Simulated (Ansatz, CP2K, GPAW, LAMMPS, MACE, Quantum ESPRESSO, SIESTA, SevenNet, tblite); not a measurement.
# Running amorphous Cd8Zn24Te9S23 (64 atoms) with GPAW

Wanted: GPAW inputs and outputs for amorphous Cd8Zn24Te9S23 (64 atoms), checked against a plane-wave reference.

Calculated with GPAW 26.7.0; the method is named at each step.

### 1. The starting structure

The cell holds 64 atoms: 8 Cd, 24 Zn, 9 Te and 23 S. Cell: a = 11.623 Å, b = 11.623 Å, c = 11.623 Å, α = 90.0°, β = 90.0°, γ = 90.0°. 64 atoms (8 Cd, 24 Zn, 9 Te, 23 S) placed at random at 4.61 g/cm³, melted at 2500 K for 10 ps at fixed volume with the Stillinger-Weber II-VI potential (Zhou et al., Phys. Rev. B 88, 085309 (2013)). Quenched from 2500 K to 300 K at 100 K/ps and fixed volume, held 5 ps.

The yardstick, on the same geometry:

| Quantity | Value |
| --- | --- |
| method | Kohn-Sham DFT, PBE, PAW, plane waves (Ansatz 0.2.0); cutoff 420 eV, Γ point, fermi-dirac smearing of 0.05 eV; PAW set soft_2 |
| r.m.s. force component | 0.4537 eV/Å |
| longest force | 1.674 eV/Å |
| pressure | -0.9344 GPa |
| SCF cycles | 12 |
| time | 16 s on 8 threads of Arm Neoverse V2, shared host |
| CPU time | 1.9 min |

### 2. PBE, LCAO dzp, h 0.2 Å

Method: Kohn-Sham DFT, PBE, PAW, atomic orbitals (dzp).

run.py

```python
import numpy as np
from ase.io import read
from gpaw import GPAW, FermiDirac

atoms = read("structure.xyz")
atoms.calc = GPAW(
    mode="lcao",
    basis="dzp",
    h=0.2,
    xc="PBE",
    kpts={"size": (1, 1, 1), "gamma": True},
    occupations=FermiDirac(0.05),
    maxiter=200,
    symmetry={"point_group": False},
    txt="gpaw.txt",
)
energy = atoms.get_potential_energy(force_consistent=True)
forces = atoms.get_forces()
print(f"energy {energy:.6f} eV")
print("forces (eV/A)")
for i, (a, f) in enumerate(zip(atoms, forces)):
    print(f"{i:4d} {a.symbol:2s} {f[0]:10.5f} {f[1]:10.5f} {f[2]:10.5f}")
print(f"Fermi level {atoms.calc.get_fermi_level():.4f} eV")
for k in range(len(atoms.calc.get_ibz_k_points())):
    for s in range(atoms.calc.get_number_of_spins()):
        e = atoms.calc.get_eigenvalues(kpt=k, spin=s)
        n = np.searchsorted(e, atoms.calc.get_fermi_level())
        print(f"k {k} spin {s} levels about the Fermi level:", np.round(e[max(n - 6, 0):n], 4).tolist(), "|", np.round(e[n:n + 6], 4).tolist())
```

structure.xyz

```xyz
64
Lattice="11.62280 0.00000 0.00000 0.00000 11.62280 0.00000 0.00000 0.00000 11.62280" Properties=species:S:1:pos:R:3 pbc="T T T"
Cd 1.48423 7.78239 11.29074
Cd 10.00746 9.61380 10.49190
Cd 11.15870 1.39346 8.19094
Cd 3.04250 3.54902 9.32137
Cd 6.06861 6.65161 8.71815
Cd 9.82859 6.28247 7.93151
Cd 0.08833 4.15190 11.31991
Cd 1.80816 1.05965 3.84959
Zn 6.92428 4.13167 10.73110
Zn 6.59466 6.19077 2.53261
Zn 7.19393 7.55947 5.25548
Zn 1.14764 6.78446 3.66885
Zn 5.78316 1.14275 3.66664
Zn 3.18430 0.26163 7.08084
Zn 10.57605 10.92206 5.16076
Zn 5.76979 8.21627 11.15126
Zn 11.25575 9.98317 2.50808
Zn 1.52119 0.39576 11.30434
Zn 7.08561 2.20589 7.94291
Zn 3.62957 6.13800 2.22902
Zn 9.24745 3.82193 4.35506
Zn 0.40436 9.27906 7.50066
Zn 10.34336 7.90629 4.49454
Zn 3.54856 9.87950 2.19264
Zn 7.62084 10.10428 2.27993
Zn 4.20757 4.50616 5.29151
Zn 5.41541 0.52349 11.33537
Zn 3.55751 10.15356 9.02487
Zn 7.40059 10.18587 8.06983
Zn 3.76218 3.31413 1.46180
Zn 9.08949 1.47261 0.29092
Zn 9.49966 6.68299 1.50817
Te 5.29674 4.14655 7.75287
Te 9.33753 5.44796 10.75179
Te 5.85963 0.44643 6.43740
Te 0.16597 3.50323 3.91491
Te 7.74369 2.54830 2.55504
Te 9.37425 3.32342 7.10246
Te 1.32047 5.94239 9.25338
Te 2.97544 8.58111 4.44386
Te 3.55600 7.86561 7.63467
S 5.78595 10.27037 9.90495
S 1.60522 10.69797 5.67936
S 5.91659 4.30718 1.34813
S 11.59177 7.78402 1.74377
S 9.47723 10.86639 1.01130
S 3.87330 2.57608 3.72592
S 0.00883 7.15314 6.39893
S 3.43744 1.83733 11.22239
S 3.71023 8.00730 0.79698
S 1.58767 4.74175 1.79549
S 8.58042 9.70655 4.45572
S 1.32372 9.95051 9.92448
S 1.63045 11.18102 1.84291
S 4.96863 6.63313 4.41701
S 1.85570 2.24599 7.42313
[... 4 atom lines left out ...]
S 1.72680 4.77778 5.75026
S 8.76313 6.18124 3.90677
S 11.25622 1.69007 10.76632
S 7.27239 1.83687 10.42751
```

Run with:

```console
$ OMP_NUM_THREADS=1 python run.py > output.txt
```

The log of the run:

```text
energy -161.446921 eV
forces (eV/A)
   0 Cd   -0.00272   -0.18224   -0.31385
   1 Cd    0.16328   -0.15357   -0.43390
   2 Cd    0.17394   -0.14848   -0.16442
   3 Cd   -0.34993    0.05199   -0.23913
   4 Cd   -1.03992   -0.04880    1.10399
   5 Cd    0.06818   -0.51978    0.11220
   6 Cd    0.68686   -0.01671   -0.21029
   7 Cd   -0.31020    0.34510    0.38242
   8 Zn    0.07458    0.48379    0.42373
   9 Zn    0.03613    0.58169   -0.18056
  10 Zn    0.17987    0.53238   -0.07952
  11 Zn    0.21298   -0.57883    0.30654
  12 Zn   -0.20626    0.23468    0.39176
  13 Zn   -0.37534    0.54808    0.12943
  14 Zn   -0.00755   -0.14066   -0.11960
  15 Zn   -0.19235   -0.31879   -0.36755
  16 Zn   -0.12437    0.61683    0.01489
  17 Zn   -0.26755   -0.02606   -0.13033
  18 Zn    0.36740    0.19566    0.15283
  19 Zn   -0.11434   -0.15203   -0.60958
  20 Zn   -0.26238   -0.16632    0.49167
  21 Zn    0.00521   -0.07596    0.00357
  22 Zn   -0.25810    0.43473    0.53835
  23 Zn    0.06846   -0.04832   -0.06240
[...]
56 S    -0.49242   -0.56342    0.78078
  57 S     0.25163   -0.07495    0.00535
  58 S     0.31818    0.66284    0.21476
  59 S     0.15539    0.51225   -0.51914
  60 S     0.15642    0.20079   -1.49079
  61 S    -0.19297   -0.59142   -0.35268
  62 S    -0.26863    0.10565    0.33867
  63 S    -0.32599    0.03917   -0.23104
Fermi level 4.5987 eV
k 0 spin 0 levels about the Fermi level: [3.7135, 3.8316, 4.0217, 4.3111, 4.4825, 4.5563] | [4.6417, 4.7134, 4.8992, 4.9773, 5.1149, 5.1908]
```

gpaw.txt:

```text
Input parameters:
  mode=LCAO(),
  basis={'default': 'dzp'},
  h=0.2,
  kpts=MonkhorstPack(size=(1, 1, 1), gamma=True),
  maxiter=200,
  occupations=Occupations(name='fermi-dirac', width=0.05, fixmagmom=False),
  symmetry=Symmetry(point_group=False),
  xc=XC(name='PBE')
Unit cell  # Å
| periodic |         x |         y |         z |   lengths |    angles |
|----------|-----------|-----------|-----------|-----------|-----------|
|      yes | 11.622800 |  0.000000 |  0.000000 | 11.622800 | 90.000000 |
|      yes |  0.000000 | 11.622800 |  0.000000 | 11.622800 | 90.000000 |
|      yes |  0.000000 |  0.000000 | 11.622800 | 11.622800 | 90.000000 |
Number of symmetries: 1
Symmetry operations  # r_c * U_cc + t_c -> r_c
|   | kind |            matrix            |
|---|------|------------------------------|
| 0 |  E   |  1, 0, 0,  0, 1, 0,  0, 0, 1 |
BZ-sampling:
  Number of BZ points: 1
  Number of IBZ points: 1
  Monkhorst-Pack size: [1, 1, 1]
  Monkhorst-Pack shift: [0, 0, 0]
[... lines left out ...]
  Fermi-Dirac:
[... lines left out ...]
  name: PBE with 2 nearest neighbor stencil
interpolation: tri-quintic # 5. degree polynomial
Initialization done in: 10.410 s
convergence criteria:
- Maximum [total energy] change in last 3 cyles: 0.0005 eV / valence electron
- Maximum integral of absolute [dens]ity change: 0.0001 electrons / valence electron
- Maximum integral of absolute [eigenst]ate change: 4e-08 eV^2 / valence electron
maximum number of iterations: 200
SCF iterations
|iter     |      energy | eigst |  dens |
|---------|-------------|-------|-------|
|iter:   1| -167.924808 |      c|       |
|iter:   2| -165.954458 |      c| -1.31 |
|iter:   3| -170.334207 |      c| -1.35 |
|iter:   4| -163.348419 |      c| -1.44 |
|iter:   5| -162.125162 |      c| -1.64 |
|iter:   6| -162.122561 |      c| -1.83 |
|iter:   7| -161.522898 |      c| -1.95 |
|iter:   8| -161.409286 |      c| -2.25 |
|iter:   9| -161.362056c|      c| -2.55 |
|iter:  10| -161.356490c|      c| -2.79 |
|iter:  11| -161.353900c|      c| -3.16 |
|iter:  12| -161.354027c|      c| -3.45 |
|iter:  13| -161.353328c|      c| -3.62 |
|iter:  14| -161.353501c|      c| -3.81 |
|iter:  15| -161.353418c|      c| -4.08c|
Converged in 15 steps
SCF loop duration: 182.730 s (12.182 s/step)
Energy contributions relative to reference atoms: (reference = -4302898.194910)
Energy contributions:
  Kinetic:         298.189069
  Coulomb:        -240.261607
  Zero:              2.638046
  External:          0.000000
  Xc:             -221.825423
  Entropy:          -0.187006
  Spinorbit:         0.000000
  ----------------------------
  Free energy:    -161.446921
  Extrapolated:   -161.353418
dipole moment: (-37.488083, -12.466478, 105.450451)  # |e|*Ang
Fermi level: 4.599
Eigenvalues  # (at kpt = [0.000, 0.000, 0.000])
| band index |      eig [eV] | occ [0-2] |
|------------|---------------|-----------|
|          0 |        -9.648 |     2.000 |
|        ... |               |           |
|        280 |         3.393 |     2.000 |
|        281 |         3.643 |     2.000 |
[...]
|        295 |         5.636 |     0.000 |
|        ... |               |           |
|        349 |         9.405 |     0.000 |
Gap: 0.085 eV
Transition (v -> c):
  (s=0, k=0, n=287, [0.00, 0.00, 0.00]) -> (s=0, k=0, n=288, [0.00, 0.00, 0.00])
No difference between direct/indirect transitions
Force computation time: 30.565  # s
timing:  # [seconds]
  Total:  223.734  # ━━━━━━━━━━━━━━━━━━━━━━━━━━━━━━━━━━━━━━━━━━━━━━━━━━━━━━━━
  Init:    10.410  # ━━╸
  SCF:    182.730  # ━━━━━━━━━━━━━━━━━━━━━━━━━━━━━━━━━━━━━━━━━━━━━╸
  Forces:  30.565  # ━━━━━━━╸
```

It took 3.8 min on 1 thread of Arm Neoverse V2, shared host; peak memory 1.8 GiB.

Banners, paths, timers and routine set-up lines are dropped from the logs unmarked, and long logs keep their key lines alone; longer cuts are marked.

Compared with the plane-wave run:

```yaml
r_m_s_force_component: 0.4655 eV/Å
r_m_s_difference_of_force_components: 47.65 meV/Å
longest_difference_of_force_vectors: 243.6 meV/Å
force_difference_over_r_m_s_force: 10.5 %
slope_of_forces_against_the_reference_s: 1.021
correlation_of_force_components: 0.995
```

Length of the force difference by element (eV/Å):

| element | atoms | mean | most |
| --- | --- | --- | --- |
| Cd | 8 | 0.053 | 0.15 |
| S | 23 | 0.082 | 0.24 |
| Te | 9 | 0.093 | 0.23 |
| Zn | 24 | 0.045 | 0.098 |

A closer look about Cd7, picked at random: 9 atoms, nearest first, numbered in the order of the input, with positions taken from that point.

```csv
atom,x,y,z,distance (Å),bonds,Fx,Fy,Fz (eV/Å)
Cd7,0.00,0.00,0.00,0.00,4,0.69,-0.02,-0.21
S63,-0.45,-2.46,-0.55,2.56,4,-0.27,0.11,0.34
S51,1.50,0.59,2.10,2.65,4,1.73,0.27,-0.42
Te34,-2.37,1.30,-0.57,2.76,4,-0.70,0.05,0.17
Te39,1.23,1.79,-2.07,3.00,3,0.26,-0.66,0.30
Cd4,2.95,-0.60,-2.00,3.62,4,-0.35,0.05,-0.24
Zn31,-2.62,-2.68,0.59,3.80,4,0.30,-0.29,0.09
Zn32,-2.21,2.53,1.81,3.82,4,-0.17,0.33,-0.28
Cd1,1.40,3.63,-0.03,3.89,4,0.00,-0.18,-0.31
```

Atoms are counted from 1 here, from 0 in the log.

Forces lie 11 % from the reference's, at 1.9 times its CPU time (on 1 against 8 cores).

### 3. PBE, LCAO szp(dzp), h 0.2 Å

Method: Kohn-Sham DFT, PBE, PAW, atomic orbitals (szp(dzp)).

run.py: that of step 2 with these lines changed.

```diff
@@ -7,3 +7,3 @@
     mode="lcao",
-    basis="dzp",
+    basis="szp(dzp)",
     h=0.2,
```

structure.xyz is that of step 2.

The log of the run:

```text
energy -148.478673 eV
forces (eV/A)
   0 Cd    0.03354   -0.13172   -0.24720
   1 Cd    0.18472   -0.14724   -0.44843
   2 Cd    0.21315   -0.19171   -0.14335
   3 Cd   -0.33117   -0.01312   -0.26004
   4 Cd   -1.06394    0.00033    1.03094
   5 Cd    0.06469   -0.53976    0.06792
   6 Cd    0.68387   -0.05592   -0.20560
   7 Cd   -0.29404    0.26425    0.42094
   8 Zn   -0.01588    0.49720    0.46309
   9 Zn    0.01978    0.54544   -0.24072
  10 Zn    0.15064    0.66736    0.02754
  11 Zn    0.15534   -0.63038    0.33185
[...]
59 S     0.16767    0.44158   -0.48434
  60 S     0.12223    0.24750   -1.35084
  61 S    -0.16687   -0.65494   -0.32400
  62 S    -0.26103    0.17312    0.28615
  63 S    -0.30255    0.05105   -0.24945
Fermi level 4.7119 eV
k 0 spin 0 levels about the Fermi level: [3.7963, 3.9386, 4.1138, 4.4087, 4.5899, 4.6601] | [4.7673, 4.826, 5.0017, 5.1184, 5.2612, 5.3094]
```

gpaw.txt:

```text
Input parameters:
  mode=LCAO(),
  basis={'default': 'szp(dzp)'},
  h=0.2,
  kpts=MonkhorstPack(size=(1, 1, 1), gamma=True),
  maxiter=200,
  occupations=Occupations(name='fermi-dirac', width=0.05, fixmagmom=False),
  symmetry=Symmetry(point_group=False),
  xc=XC(name='PBE')
[... lines left out ...]
  Fermi-Dirac:
[... lines left out ...]
convergence criteria:
- Maximum [total energy] change in last 3 cyles: 0.0005 eV / valence electron
[... lines left out ...]
Converged in 15 steps
[... lines left out ...]
  Free energy:    -148.478673
[... lines left out ...]
Fermi level: 4.712
[... lines left out ...]
|          0 |        -9.621 |     2.000 |
|        ... |               |           |
|        280 |         3.482 |     2.000 |
|        281 |         3.745 |     2.000 |
[...]
|        295 |         5.767 |     0.000 |
|        ... |               |           |
|        349 |         9.968 |     0.000 |
Gap: 0.107 eV
Transition (v -> c):
  (s=0, k=0, n=287, [0.00, 0.00, 0.00]) -> (s=0, k=0, n=288, [0.00, 0.00, 0.00])
No difference between direct/indirect transitions
Force computation time: 19.358  # s
timing:  # [seconds]
  Total:  157.082  # ━━━━━━━━━━━━━━━━━━━━━━━━━━━━━━━━━━━━━━━━━━━━━━━━━━━━━━━━
  Init:     8.664  # ━━━
  SCF:    129.030  # ━━━━━━━━━━━━━━━━━━━━━━━━━━━━━━━━━━━━━━━━━━━━━━
  Forces:  19.358  # ━━━━━━━
```

The job ended after 2.6 min (1 thread; peak memory 1.7 GiB).

Numbers from this run, and their distance from the reference:

* r.m.s. force component: 0.4731 eV/Å
* r.m.s. difference of force components: 73.02 meV/Å
* longest difference of force vectors: 374.2 meV/Å
* force difference over r.m.s. force: 16.09 %
* slope of forces against the reference's: 1.03
* correlation of force components: 0.9885

This is a coarse setting, run to see what it loses.

Against the first run (11 %), the force difference from the reference is 16 %, at 0.70 times the CPU time, with 672 basis functions against 1088: the smaller basis costs accuracy.

### 4. PBE, grid h 0.18 Å

Method: Kohn-Sham DFT, PBE, PAW, finite differences on a real-space grid.

run.py: that of step 3 with these lines changed.

```diff
@@ -3,2 +3,3 @@
 from gpaw import GPAW, FermiDirac
+from ase.parallel import parprint as print
 
@@ -6,5 +7,4 @@
 atoms.calc = GPAW(
-    mode="lcao",
-    basis="szp(dzp)",
-    h=0.2,
+    mode="fd",
+    h=0.18,
     xc="PBE",
@@ -14,2 +14,3 @@
     symmetry={"point_group": False},
+    nbands=429,
     txt="gpaw.txt",
```

structure.xyz is that of step 3.

Run with:

```console
$ OMP_NUM_THREADS=1 mpirun -np 4 gpaw python run.py > output.txt
```

The log of the run:

```text
energy -179.386489 eV
forces (eV/A)
   0 Cd    0.02358   -0.18678   -0.31991
   1 Cd    0.18739   -0.08640   -0.39868
   2 Cd    0.16451   -0.09288   -0.14739
   3 Cd   -0.34218    0.06013   -0.26939
   4 Cd   -1.04387   -0.07394    0.93708
   5 Cd    0.06911   -0.49524    0.14119
[...]
61 S    -0.19453   -0.55721   -0.42793
  62 S    -0.25827    0.12155    0.25236
  63 S    -0.30422    0.04917   -0.27931
Fermi level 4.5494 eV
k 0 spin 0 levels about the Fermi level: [3.6768, 3.789, 3.9801, 4.2614, 4.4344, 4.5088] | [4.5902, 4.6638, 4.8456, 4.9343, 5.0576, 5.1429]
```

gpaw.txt:

```text
Input parameters:
  mode=FD(),
  h=0.18,
  kpts=MonkhorstPack(size=(1, 1, 1), gamma=True),
  maxiter=200,
  nbands=429,
  occupations=Occupations(name='fermi-dirac', width=0.05, fixmagmom=False),
[... lines left out ...]
  Converge bands: occupied
[... lines left out ...]
  Fermi-Dirac:
[... lines left out ...]
convergence criteria:
- Maximum [total energy] change in last 3 cyles: 0.0005 eV / valence electron
[... lines left out ...]
Converged in 43 steps
[... lines left out ...]
  Free energy:    -179.386489
[... lines left out ...]
Fermi level: 4.549
[... lines left out ...]
|        ... |               |           |
|        280 |         3.359 |     2.000 |
|        281 |         3.592 |     2.000 |
[...]
|        295 |         5.570 |     0.000 |
|        ... |               |           |
|        428 |        13.466 |     0.000 |
Gap: 0.081 eV
Transition (v -> c):
  (s=0, k=0, n=287, [0.00, 0.00, 0.00]) -> (s=0, k=0, n=288, [0.00, 0.00, 0.00])
No difference between direct/indirect transitions
Force computation time: 7.904  # s
```

Run time: 17 min. Hardware: 4 MPI ranks; peak memory 5.1 GiB.

Compared with the plane-wave run:

- r.m.s. force component: 0.4524 eV/Å
- r.m.s. difference of force components: 17.6 meV/Å
- longest difference of force vectors: 53.99 meV/Å
- force difference over r.m.s. force: 3.878 %
- slope of forces against the reference's: 0.9962
- correlation of force components: 0.9992

Against the first run (11 %), the force difference from the reference is 3.9 %, at 18 times the CPU time (on 4 against 1 cores) (43 SCF steps against 15).

### 5. PBE, LCAO dzp, h 0.2 Å, other mixer settings

Method: Kohn-Sham DFT, PBE, PAW, atomic orbitals (dzp).

run.py: that of step 4 with these lines changed.

```diff
@@ -2,4 +2,3 @@
 from ase.io import read
-from gpaw import GPAW, FermiDirac
-from ase.parallel import parprint as print
+from gpaw import GPAW, FermiDirac, Mixer
 
@@ -7,4 +6,5 @@
 atoms.calc = GPAW(
-    mode="fd",
-    h=0.18,
+    mode="lcao",
+    basis="dzp",
+    h=0.2,
     xc="PBE",
@@ -12,5 +12,5 @@
     occupations=FermiDirac(0.05),
+    mixer=Mixer(0.03, 7, 100),
     maxiter=200,
     symmetry={"point_group": False},
-    nbands=429,
     txt="gpaw.txt",
```

structure.xyz is that of step 4.

Run with:

```console
$ OMP_NUM_THREADS=1 python run.py > output.txt
```

The log of the run:

```text
energy -161.446912 eV
forces (eV/A)
   0 Cd   -0.00644   -0.18249   -0.31390
   1 Cd    0.16380   -0.14429   -0.42761
   2 Cd    0.17455   -0.15085   -0.16522
   3 Cd   -0.35145    0.04935   -0.23892
   4 Cd   -1.03917   -0.05016    1.10349
   5 Cd    0.06993   -0.51923    0.11375
[...]
61 S    -0.19205   -0.59063   -0.35508
  62 S    -0.26601    0.10590    0.33850
  63 S    -0.32726    0.03966   -0.22776
Fermi level 4.5988 eV
k 0 spin 0 levels about the Fermi level: [3.7134, 3.8314, 4.0215, 4.311, 4.4829, 4.556] | [4.6419, 4.7135, 4.899, 4.9769, 5.1149, 5.1912]
```

gpaw.txt:

```text
Input parameters:
  mode=LCAO(),
  basis={'default': 'dzp'},
  h=0.2,
  kpts=MonkhorstPack(size=(1, 1, 1), gamma=True),
  maxiter=200,
[... lines left out ...]
  occupations=Occupations(name='fermi-dirac', width=0.05, fixmagmom=False),
[... lines left out ...]
  Fermi-Dirac:
[... lines left out ...]
convergence criteria:
- Maximum [total energy] change in last 3 cyles: 0.0005 eV / valence electron
[... lines left out ...]
Converged in 22 steps
[... lines left out ...]
  Free energy:    -161.446912
[... lines left out ...]
Fermi level: 4.599
[... lines left out ...]
|        ... |               |           |
|        349 |         9.404 |     0.000 |
Gap: 0.086 eV
Transition (v -> c):
  (s=0, k=0, n=287, [0.00, 0.00, 0.00]) -> (s=0, k=0, n=288, [0.00, 0.00, 0.00])
No difference between direct/indirect transitions
Force computation time: 28.869  # s
timing:  # [seconds]
  Total:  310.640  # ━━━━━━━━━━━━━━━━━━━━━━━━━━━━━━━━━━━━━━━━━━━━━━━━━━━━━━━━
  Init:    10.340  # ━━
  SCF:    271.404  # ━━━━━━━━━━━━━━━━━━━━━━━━━━━━━━━━━━━━━━━━━━━━━━━━━
  Forces:  28.869  # ━━━━━
```

Elapsed: 5.2 min, on 1 thread; peak memory 1.8 GiB.

Numbers from this run, and their distance from the reference:

* r.m.s. force component: 0.4651 eV/Å
* r.m.s. difference of force components: 46.6 meV/Å
* longest difference of force vectors: 225.7 meV/Å
* force difference over r.m.s. force: 10.27 %
* slope of forces against the reference's: 1.02
* correlation of force components: 0.9952
* energy less the same-level run's: 0.0001 meV/atom
* r.m.s. force difference from the same-level run: 3.152 meV/Å

Against the first run (11 %), the force difference from the reference is 10 %, at 1.4 times the CPU time (22 SCF steps against 15): another solver or mixer reaches the same state.

[end of part 1 of 2]

[Also dropped from logs without a mark: logging warnings of Python, and SIESTA's first energy breakdown and zero terms.]

[Logs are printed without paths, hosts, clocks, repeated set-up lines and the standing remarks that a program may print on its own settings, such as how far it seeks lower states.]

[Hosts, paths, dates, database ids (printed as entryN), source tags and the programs' standing remarks are cut or masked in the printed files.]
